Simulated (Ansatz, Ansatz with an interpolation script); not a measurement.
Rows from a G0W0 calculation on CdS (Greenockite) (Ansatz 0.2.0; G0W0 on LDA, plane waves, PAW; PAW set soft_1; 6×6×4 mesh, 461 empty bands, screening to 160 eV, PAW set soft_1 files), in eV. Spin-orbit coupling is left out.

The database entry behind the starting cell differs from later determinations by our own check (about 0.35 % long), so it need not match the best structure at ambient conditions.

```csv
row,k,band,start,Σx,Σc at the solution,Vxc
A,Γ,c1,7.359,-8.991,-3.630,-13.023
B,Γ,v3,6.402,-20.499,1.936,-17.990
C,Γ,c2,8.989,-8.285,-4.114,-12.930
D,Γ,v6,2.003,-16.897,3.316,-13.034
E,Γ,v4,5.676,-19.687,2.220,-16.850
F,Γ,v1,6.449,-20.721,1.984,-18.162
```

Work out each quasiparticle level and how far it moved.

The quasiparticle equation reads E = start + Σx + Σc(E) − Vxc.

```csv
row,E (eV),shift (eV)
A,7.761,+0.401
B,5.830,−0.572
C,9.520,+0.531
D,1.456,−0.547
E,5.058,−0.617
F,5.873,−0.576
```

Limits: not at the basis limit; no spin-orbit coupling.

[Paths, hosts, dates, memory and timing lines, banners, echoed tables and standing remarks are left out of the program output.]

[Logs are printed without paths, hosts, clocks, repeated set-up lines and the standing remarks that a program may print on its own settings, such as how far it seeks lower states.]

[Runs of the session that timed out or met a known fault of the program may be left out.]

[Hosts, paths, dates, database ids (printed as entryN), source tags and the programs' standing remarks are cut or masked in the printed files.]
